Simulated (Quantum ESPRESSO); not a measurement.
# Commensurate spirals of MnS (Browneite)

This program has no spiral boundary conditions, so spirals of MnS (Browneite) are built in supercells. What do they cost, in energy and in time?

Method: LDA; plane waves with GBRV 1.5 LDA potentials, no spin-orbit coupling, flat spiral in a supercell, in Quantum ESPRESSO 7.5.

## (1) Starting point

The structure is cubic, space group F-43m (No. 216). Conventional cell: a = 5.600 Å, b = 5.600 Å, c = 5.600 Å, α = 90.00°, β = 90.00°, γ = 90.00°. Nearest to Mn lie 4 S at 2.42 Å. Nearest to S lie 4 Mn at 2.42 Å. Farther neighbours and most contacts between anions are not listed.

The cell comes from the Crystallography Open Database.

## (2) Parallel moments, one cell

Contents of pw.in:

```
&CONTROL
  calculation = 'scf'
  prefix = 'pwscf'
  outdir = './tmp'
  pseudo_dir = './pseudo'
  disk_io = 'nowf'
/
&SYSTEM
  ibrav = 0
  celldm(1) = 8
  nat = 2
  ntyp = 2
  ecutwfc = 40
  ecutrho = 280
  nbnd = 34
  occupations = 'smearing'
  smearing = 'fd'
  degauss = 0.00734986
  noncolin = .true.
  starting_magnetization(1) = 0.3
  angle1(1) = 90
  angle2(1) = 0
  starting_magnetization(2) = 0
/
&ELECTRONS
  conv_thr = 4d-09
  electron_maxstep = 150
  mixing_beta = 0.3
/
ATOMIC_SPECIES
Mn     54.9380 mn_lda_v1.5.uspp.F.UPF
S      32.0600 s_lda_v1.4.uspp.F.UPF
CELL_PARAMETERS alat
   0.0000000000000    0.6614041436190    0.6614041436190
   0.6614041436190    0.0000000000000    0.6614041436190
   0.6614041436190    0.6614041436190    0.0000000000000
ATOMIC_POSITIONS crystal
Mn      0.0000000000    0.0000000000    0.0000000000
S       0.2500000000    0.2500000000    0.2500000000
K_POINTS automatic
6 12 6 0 0 0
```

The run is started by

```bash
$ OMP_NUM_THREADS=1 mpirun -n 4 pw.x -nk 4 -in pw.in > pw.out
```

Output:

```text
Program PWSCF v.7.5 starts

     Message from routine setup:
     using ibrav=0 with symmetry is DISCOURAGED, use correct ibrav instead

     K-points division:     npool     =       4
     Subspace diagonalization in iterative solution of the eigenvalue problem:

     G-vector sticks info
     --------------------
     sticks:   dense  smooth     PW     G-vecs:    dense   smooth      PW
     Sum        1069     613    199                23409    10081    1807

     Using Slab Decomposition

     bravais-lattice index     =            0
     lattice parameter (alat)  =       8.0000  a.u.
     unit-cell volume          =     296.2789 (a.u.)^3
     number of atoms/cell      =            2
     number of atomic types    =            2
     number of electrons       =        21.00
     number of Kohn-Sham states=           34
     kinetic-energy cutoff     =      40.0000  Ry
     charge density cutoff     =     280.0000  Ry
     scf convergence threshold =      4.0E-09
     mixing beta               =       0.3000
     number of iterations used =            8  plain     mixing
     Exchange-correlation=  SLA  PZ   NOGX NOGC
                           (   1   1   0   0   0   0   0)
     Noncollinear calculation without spin-orbit

     celldm(1)=   8.000000  celldm(2)=   0.000000  celldm(3)=   0.000000
     celldm(4)=   0.000000  celldm(5)=   0.000000  celldm(6)=   0.000000

     crystal axes: (cart. coord. in units of alat)
               a(1) = (   0.000000   0.661404   0.661404 )
               a(2) = (   0.661404   0.000000   0.661404 )
               a(3) = (   0.661404   0.661404   0.000000 )

     reciprocal axes: (cart. coord. in units 2 pi/alat)
               b(1) = ( -0.755967  0.755967  0.755967 )
               b(2) = (  0.755967 -0.755967  0.755967 )
               b(3) = (  0.755967  0.755967 -0.755967 )

     PseudoPot. # 1 for Mn read from file:
     mn_lda_v1.5.uspp.F.UPF
     Pseudo is Ultrasoft + core correction, Zval = 15.0
     Generated by new atomic code, or converted to UPF format
     Using radial grid of  859 points,  6 beta functions with:
                l(1) =   0
                l(2) =   0
                l(3) =   1
                l(4) =   1
                l(5) =   2
                l(6) =   2
     Q(r) pseudized with  8 coefficients,  rinner =    0.950   0.950   0.950
                                                       0.950   0.950

     PseudoPot. # 2 for S  read from file:
     s_lda_v1.4.uspp.F.UPF
     Pseudo is Ultrasoft + core correction, Zval =  6.0
     Generated by new atomic code, or converted to UPF format
     Using radial grid of  907 points,  6 beta functions with:
                l(1) =   0
                l(2) =   0
                l(3) =   1
                l(4) =   1
                l(5) =   2
                l(6) =   2
     Q(r) pseudized with  8 coefficients,  rinner =    1.300   1.300   1.300
                                                       1.300   1.300

     atomic species   valence    mass     pseudopotential
     Mn               15.00    54.93800     Mn( 1.00)
     S                 6.00    32.06000     S ( 1.00)

      8 Sym. Ops. (no inversion) found

   Cartesian axes

     site n.     atom                  positions (alat units)
         1        Mn     tau(   1) = (   0.0000000   0.0000000   0.0000000  )
         2        S      tau(   2) = (   0.3307021   0.3307021   0.3307021  )

     number of k points=   149  Fermi-Dirac smearing, width (Ry)=  0.0073

     Number of k-points >= 100: set verbosity='high' to print them.

     Dense  grid:    23409 G-vectors     FFT dimensions: (  40,  40,  40)

     Smooth grid:    10081 G-vectors     FFT dimensions: (  32,  32,  32)

     Check: negative core charge=   -0.000033
     Generating pointlists ...
     new r_m :   0.2363 (alat units)  1.8902 (a.u.) for type    1
     new r_m :   0.2363 (alat units)  1.8902 (a.u.) for type    2

     Initial potential from superposition of free atoms

     starting charge      20.4999, renormalised to      21.0000

 ==============================================================================
     atom number    1 relative position :    0.0000   0.0000   0.0000
     charge :    13.217852  (integrated on a sphere of radius 0.236)
     magnetization :          3.913124    0.000000    0.000000
     magnetization/charge:    0.296048    0.000000    0.000000
     polar coord.: r, theta, phi [deg] :     3.913124   90.000000    0.000000

 ==============================================================================

 ==============================================================================
     atom number    2 relative position :    0.3307   0.3307   0.3307
     charge :     4.071244  (integrated on a sphere of radius 0.236)
     magnetization :          0.052611    0.000000    0.000000
     magnetization/charge:    0.012923    0.000000    0.000000
     polar coord.: r, theta, phi [deg] :     0.052611   90.000000    0.000000

 ==============================================================================
     Starting wfcs are   34 randomized atomic wfcs

     Self-consistent Calculation

     iteration #  1     ecut=    40.00 Ry     beta= 0.30
     Davidson diagonalization with overlap
     ethr =  1.00E-02,  avg # of iterations =  4.8

     total energy              =    -235.11505474 Ry
     estimated scf accuracy    <       0.72930083 Ry

     total magnetization       =     4.35    -0.00     0.00 Bohr mag/cell
     absolute magnetization    =     4.35 Bohr mag/cell

     iteration #  2     ecut=    40.00 Ry     beta= 0.30
     Davidson diagonalization with overlap
     ethr =  3.47E-03,  avg # of iterations =  2.2

     total energy              =    -235.28782925 Ry
     estimated scf accuracy    <       0.06241506 Ry

     total magnetization       =     4.54     0.00     0.00 Bohr mag/cell
     absolute magnetization    =     4.54 Bohr mag/cell

     iteration #  3     ecut=    40.00 Ry     beta= 0.30
     Davidson diagonalization with overlap
     ethr =  2.97E-04,  avg # of iterations =  2.6

     total energy              =    -235.29872859 Ry
     estimated scf accuracy    <       0.00969774 Ry

     total magnetization       =     4.68     0.00    -0.00 Bohr mag/cell
     absolute magnetization    =     4.68 Bohr mag/cell

     [... further iterations left out ...]

     iteration #  8     ecut=    40.00 Ry     beta= 0.30
     Davidson diagonalization with overlap
     ethr =  1.90E-08,  avg # of iterations =  2.1

     total energy              =    -235.30011331 Ry
     estimated scf accuracy    <       0.00000007 Ry

     total magnetization       =     4.71    -0.00    -0.00 Bohr mag/cell
     absolute magnetization    =     4.71 Bohr mag/cell

     iteration #  9     ecut=    40.00 Ry     beta= 0.30
     Davidson diagonalization with overlap
     ethr =  3.30E-10,  avg # of iterations =  5.9

     total energy              =    -235.30011346 Ry
     estimated scf accuracy    <       0.00000006 Ry

     total magnetization       =     4.71     0.00     0.00 Bohr mag/cell
     absolute magnetization    =     4.71 Bohr mag/cell

     iteration # 10     ecut=    40.00 Ry     beta= 0.30
     Davidson diagonalization with overlap
     ethr =  3.07E-10,  avg # of iterations =  2.0

     total energy              =    -235.30011347 Ry
     estimated scf accuracy    <       0.00000003 Ry

     total magnetization       =     4.71    -0.00    -0.00 Bohr mag/cell
     absolute magnetization    =     4.71 Bohr mag/cell

     iteration # 11     ecut=    40.00 Ry     beta= 0.30
     Davidson diagonalization with overlap
     ethr =  1.53E-10,  avg # of iterations =  2.0

 ==============================================================================
     atom number    1 relative position :    0.0000   0.0000   0.0000
     charge :    12.958818  (integrated on a sphere of radius 0.236)
     magnetization :          4.006647   -0.000000   -0.000000
     magnetization/charge:    0.309183   -0.000000   -0.000000
     polar coord.: r, theta, phi [deg] :     4.006647   90.000000   -0.000000

 ==============================================================================

 ==============================================================================
     atom number    2 relative position :    0.3307   0.3307   0.3307
     charge :     4.173165  (integrated on a sphere of radius 0.236)
     magnetization :          0.111395   -0.000000   -0.000000
     magnetization/charge:    0.026693   -0.000000   -0.000000
     polar coord.: r, theta, phi [deg] :     0.111395   90.000000   -0.000000

 ==============================================================================

     End of self-consistent calculation

     Number of k-points >= 100: set verbosity='high' to print the bands.

     the Fermi energy is     6.9332 ev

!    total energy              =    -235.30011347 Ry
     estimated scf accuracy    <          3.5E-09 Ry
     smearing contrib. (-TS)   =      -0.00287638 Ry
     internal energy E=F+TS    =    -235.29723709 Ry

     The total energy is F=E-TS. E is the sum of the following terms:
     one-electron contribution =    -158.28356477 Ry
     hartree contribution      =      84.40382295 Ry
     xc contribution           =     -34.69869096 Ry
     ewald contribution        =    -126.71880431 Ry

     total magnetization       =     4.71    -0.00    -0.00 Bohr mag/cell
     absolute magnetization    =     4.71 Bohr mag/cell

     convergence has been achieved in  11 iterations

=------------------------------------------------------------------------------=
   JOB DONE.
=------------------------------------------------------------------------------=
```

Wall time 56 s (4 MPI ranks of Arm Neoverse V1, shared host); peak memory 0.55 GiB; 3.7 min of CPU time.

Spin moment in the atom's sphere by atom:

| atom | x (μB) | y (μB) | z (μB) | size |
| --- | --- | --- | --- | --- |
| Mn1 | 4.01 | 0.00 | 0.00 | 4.01 |
| S2 | 0.11 | 0.00 | 0.00 | 0.11 |

Read from the output:

```yaml
smearing_term_ts: 0.03914 eV
magnetization: 4.71, 0, 0 μB
absolute_magnetization: 4.71 μB
final_state: ferromagnetic
```

## (3) One turn in 2 cells along the input cell's b

Neighbouring cells are turned by 180° in the xy plane; the cell holds 4 atoms.

Contents of pw.in:

```
&CONTROL
  calculation = 'scf'
  prefix = 'pwscf'
  outdir = './tmp'
  pseudo_dir = './pseudo'
  disk_io = 'nowf'
/
&SYSTEM
  ibrav = 0
  celldm(1) = 8
  nat = 4
  ntyp = 4
  ecutwfc = 40
  ecutrho = 280
  nbnd = 60
  occupations = 'smearing'
  smearing = 'fd'
  degauss = 0.00734986
  noncolin = .true.
  starting_magnetization(1) = 0.3
  angle1(1) = 90
  angle2(1) = 0
  starting_magnetization(2) = 0.3
  angle1(2) = 90
  angle2(2) = 180
  starting_magnetization(3) = 0
  starting_magnetization(4) = 0
/
&ELECTRONS
  conv_thr = 8d-09
  electron_maxstep = 150
  mixing_beta = 0.3
/
ATOMIC_SPECIES
Mn1    54.9380 mn_lda_v1.5.uspp.F.UPF
Mn2    54.9380 mn_lda_v1.5.uspp.F.UPF
S1     32.0600 s_lda_v1.4.uspp.F.UPF
S2     32.0600 s_lda_v1.4.uspp.F.UPF
CELL_PARAMETERS alat
   0.0000000000000    0.6614041436190    0.6614041436190
   1.3228082872380    0.0000000000000    1.3228082872380
   0.6614041436190    0.6614041436190    0.0000000000000
ATOMIC_POSITIONS crystal
Mn1     0.0000000000    0.0000000000    0.0000000000
Mn2     0.0000000000    0.5000000000    0.0000000000
S1      0.2500000000    0.1250000000    0.2500000000
S2      0.2500000000    0.6250000000    0.2500000000
K_POINTS automatic
6 6 6 0 0 0
```

Output:

```text
     [... lines left out ...]
Program PWSCF v.7.5 starts
     [... lines left out ...]
     number of atoms/cell      =            4
     [... lines left out ...]
     number of electrons       =        42.00
     number of Kohn-Sham states=           60
     kinetic-energy cutoff     =      40.0000  Ry
     charge density cutoff     =     280.0000  Ry
     scf convergence threshold =      8.0E-09
     [... lines left out ...]
     Noncollinear calculation without spin-orbit
     [... lines left out ...]
      2 Sym. Ops. (no inversion) found
     [... lines left out ...]
     number of k points=   114  Fermi-Dirac smearing, width (Ry)=  0.0073
     [... lines left out ...]
     iteration # 11     ecut=    40.00 Ry     beta= 0.30
     [... lines left out ...]
     atom number    1 relative position :    0.0000   0.0000   0.0000
     [... lines left out ...]
     magnetization :          3.926839    0.000013   -0.000013
     [... lines left out ...]
     atom number    2 relative position :    0.6614   0.0000   0.6614
     [... lines left out ...]
     magnetization :         -3.926837   -0.000019    0.000019
     [... lines left out ...]
     atom number    3 relative position :    0.3307   0.3307   0.3307
     [... lines left out ...]
     magnetization :          0.064719    0.000000   -0.000000
     [... lines left out ...]
     atom number    4 relative position :    0.9921   0.3307   0.9921
     [... lines left out ...]
     magnetization :         -0.064719   -0.000000    0.000000
     [... lines left out ...]
     the Fermi energy is     6.9571 ev
!    total energy              =    -470.63330704 Ry
     estimated scf accuracy    <          3.1E-09 Ry
     smearing contrib. (-TS)   =      -0.00088152 Ry
     [... lines left out ...]
     total magnetization       =    -0.00    -0.00     0.00 Bohr mag/cell
     absolute magnetization    =     8.94 Bohr mag/cell
     convergence has been achieved in  11 iterations
```

Run time: 3.3 min. Hardware: 4 MPI ranks; peak memory 1.1 GiB.

Spin moment in the atom's sphere by atom:

| atom | x (μB) | y (μB) | z (μB) | size |
| --- | --- | --- | --- | --- |
| Mn1 | 3.93 | 0.00 | 0.00 | 3.93 |
| Mn2 | -3.93 | 0.00 | 0.00 | 3.93 |
| S3 | 0.06 | 0.00 | 0.00 | 0.06 |
| S4 | -0.06 | 0.00 | 0.00 | 0.06 |

Read from the output:

```yaml
smearing_term_ts: 0.01199 eV
magnetization: 0, 0, 0 μB
absolute_magnetization: 8.942 μB
final_state: antiferromagnetic
```

## (4) One turn in 3 cells along the input cell's b

Neighbouring cells are turned by 120° in the xy plane; the cell holds 6 atoms.

Contents of pw.in:

```
&CONTROL
  calculation = 'scf'
  prefix = 'pwscf'
  outdir = './tmp'
  pseudo_dir = './pseudo'
  disk_io = 'nowf'
/
&SYSTEM
  ibrav = 0
  celldm(1) = 8
  nat = 6
  ntyp = 6
  ecutwfc = 40
  ecutrho = 280
  nbnd = 84
  occupations = 'smearing'
  smearing = 'fd'
  degauss = 0.00734986
  noncolin = .true.
  starting_magnetization(1) = 0.3
  angle1(1) = 90
  angle2(1) = 0
  starting_magnetization(2) = 0.3
  angle1(2) = 90
  angle2(2) = 120
  starting_magnetization(3) = 0.3
  angle1(3) = 90
  angle2(3) = -120
  starting_magnetization(4) = 0
  starting_magnetization(5) = 0
  starting_magnetization(6) = 0
/
&ELECTRONS
  conv_thr = 1.2d-08
  electron_maxstep = 150
  mixing_beta = 0.3
/
ATOMIC_SPECIES
Mn1    54.9380 mn_lda_v1.5.uspp.F.UPF
Mn2    54.9380 mn_lda_v1.5.uspp.F.UPF
Mn3    54.9380 mn_lda_v1.5.uspp.F.UPF
S1     32.0600 s_lda_v1.4.uspp.F.UPF
S2     32.0600 s_lda_v1.4.uspp.F.UPF
S3     32.0600 s_lda_v1.4.uspp.F.UPF
CELL_PARAMETERS alat
   0.0000000000000    0.6614041436190    0.6614041436190
   1.9842124308571    0.0000000000000    1.9842124308571
   0.6614041436190    0.6614041436190    0.0000000000000
ATOMIC_POSITIONS crystal
Mn1     0.0000000000    0.0000000000    0.0000000000
Mn2     0.0000000000    0.3333333333    0.0000000000
Mn3     0.0000000000    0.6666666667    0.0000000000
S1      0.2500000000    0.0833333333    0.2500000000
S2      0.2500000000    0.4166666667    0.2500000000
S3      0.2500000000    0.7500000000    0.2500000000
K_POINTS automatic
6 4 6 0 0 0
```

Output:

```text
     [... lines left out ...]
Program PWSCF v.7.5 starts
     [... lines left out ...]
     number of atoms/cell      =            6
     [... lines left out ...]
     number of electrons       =        63.00
     number of Kohn-Sham states=           84
     kinetic-energy cutoff     =      40.0000  Ry
     charge density cutoff     =     280.0000  Ry
     scf convergence threshold =      1.2E-08
     [... lines left out ...]
     Noncollinear calculation without spin-orbit
     [... lines left out ...]
     No symmetry found
     [... lines left out ...]
     number of k points=   144  Fermi-Dirac smearing, width (Ry)=  0.0073
     [... lines left out ...]
     iteration # 13     ecut=    40.00 Ry     beta= 0.30
     [... lines left out ...]
     atom number    1 relative position :    0.0000   0.0000   0.0000
     [... lines left out ...]
     magnetization :          3.958216    0.000022    0.000039
     [... lines left out ...]
     atom number    2 relative position :    0.6614   0.0000   0.6614
     [... lines left out ...]
     magnetization :         -1.979171    3.427873   -0.000018
     [... lines left out ...]
     atom number    3 relative position :    1.3228   0.0000   1.3228
     [... lines left out ...]
     magnetization :         -1.979051   -3.427952    0.000002
     [... lines left out ...]
     atom number    4 relative position :    0.3307   0.3307   0.3307
     [... lines left out ...]
     magnetization :          0.077144    0.022563    0.000001
     [... lines left out ...]
     atom number    5 relative position :    0.9921   0.3307   0.9921
     [... lines left out ...]
     magnetization :         -0.058114    0.055534   -0.000000
     [... lines left out ...]
     atom number    6 relative position :    1.6535   0.3307   1.6535
     [... lines left out ...]
     magnetization :         -0.019033   -0.078090    0.000000
     [... lines left out ...]
     the Fermi energy is     6.9690 ev
!    total energy              =    -705.93745188 Ry
     estimated scf accuracy    <          2.8E-09 Ry
     smearing contrib. (-TS)   =      -0.00263263 Ry
     [... lines left out ...]
     total magnetization       =    -0.00    -0.00     0.00 Bohr mag/cell
     absolute magnetization    =    13.70 Bohr mag/cell
     convergence has been achieved in  13 iterations
```

Run time: 13 min. Hardware: 4 MPI ranks; peak memory 2.2 GiB; 51 min of CPU time.

Spin moment in the atom's sphere by atom:

```csv
atom,x (μB),y (μB),z (μB),size
Mn1,3.96,0.00,0.00,3.96
Mn2,-1.98,3.43,0.00,3.96
Mn3,-1.98,-3.43,0.00,3.96
S4,0.08,0.02,0.00,0.08
S5,-0.06,0.06,0.00,0.08
S6,-0.02,-0.08,0.00,0.08
```

This step gave:

```yaml
smearing_term_ts: 0.03582 eV
magnetization: 0, 0, 0 μB
absolute_magnetization: 13.7 μB
final_state: non-collinear
```

[end of part 1 of 2]

[Logs and program files are shortened in this print: banners, set-up blocks, solver, clock and traceback lines can be left out without a mark of their own.]

[Logs are printed without paths, hosts, clocks, repeated set-up lines and the standing remarks that a program may print on its own settings, such as how far it seeks lower states.]

[Hosts, paths, dates, database ids (printed as entryN), source tags and the programs' standing remarks are cut or masked in the printed files.]

[Where a cell is said to come from a database of computed structures, the database is the Materials Project.]
